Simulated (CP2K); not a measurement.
Consider carboxyketene at its PBE geometry (Å).

```xyz
8

O     2.7991    0.6095   -0.0707
C     1.7540    0.0926   -0.0450
C     0.5683   -0.5090   -0.0132
C    -0.6537    0.2938    0.0159
O    -0.7223    1.5155    0.0200
O    -1.7664   -0.5137    0.0385
H     0.5440   -1.5967   -0.0092
H    -2.5229    0.1080    0.0639
```

Method: CP2K XAS_TDP, all-electron GAPW, PBEh(45%), aug-cc-pVDZ, TDA, GW2X-corrected core level, no relativity.

**Question.** Predict the bright core excitations at the C K edge.

Leading lines: C2 289.36 eV, C3 288.67 eV and C4 290.52 eV. The leading line of an atom is its first one with 35 % of the strongest within 2.5 eV of its lowest line over the strength cut. Core ionisation energies at this level: C3 293.07, C4 297.06 and C2 297.76 eV.

The first six lines of each atom with a strength over 0.0015:

| atom | energy (eV) | states | strength, one atom | above the computed threshold |
| --- | --- | --- | --- | --- |
| C2 (bonded to C and O) | 289.36 | 1 | 0.0741 |  |
|  | 291.58 | 1 | 0.0669 |  |
|  | 296.99 | 1 | 0.0066 |  |
|  | 297.77 | 1 | 0.0018 | yes |
|  | 298.34 | 1 | 0.0016 | yes |
|  | 298.88 | 1 | 0.0016 | yes |
| C3 (bonded to 2 C and H) | 288.67 | 1 | 0.0132 |  |
|  | 290.75 | 1 | 0.0041 |  |
|  | 291.24 | 1 | 0.0320 |  |
|  | 291.79 | 1 | 0.0144 |  |
|  | 291.99 | 1 | 0.0104 |  |
|  | 292.54 | 1 | 0.0045 |  |
| C4 (bonded to C and 2 O) | 290.52 | 1 | 0.0715 |  |
|  | 293.05 | 1 | 0.0089 |  |
|  | 294.98 | 1 | 0.0025 |  |
|  | 295.77 | 1 | 0.0029 |  |
|  | 296.07 | 1 | 0.0097 |  |
|  | 296.51 | 1 | 0.0064 |  |

Lines are vertical, at one geometry, with no vibrational structure. GW2X ionisation energies and lines can be off by 1 to 2 eV either way, and a good line position may hide errors that cancel. These values hold no scalar relativity, about 0.1 eV for C 1s. Rydberg lines, and the discretised continuum above threshold, depend on the basis and the box.

[Banner, clock and machine lines of the logs are left out without a mark of their own.]

[Logs are printed without paths, hosts, clocks, repeated set-up lines and the standing remarks that a program may print on its own settings, such as how far it seeks lower states.]

[Hosts, paths, dates, database ids (printed as entryN), source tags and the programs' standing remarks are cut or masked in the printed files.]
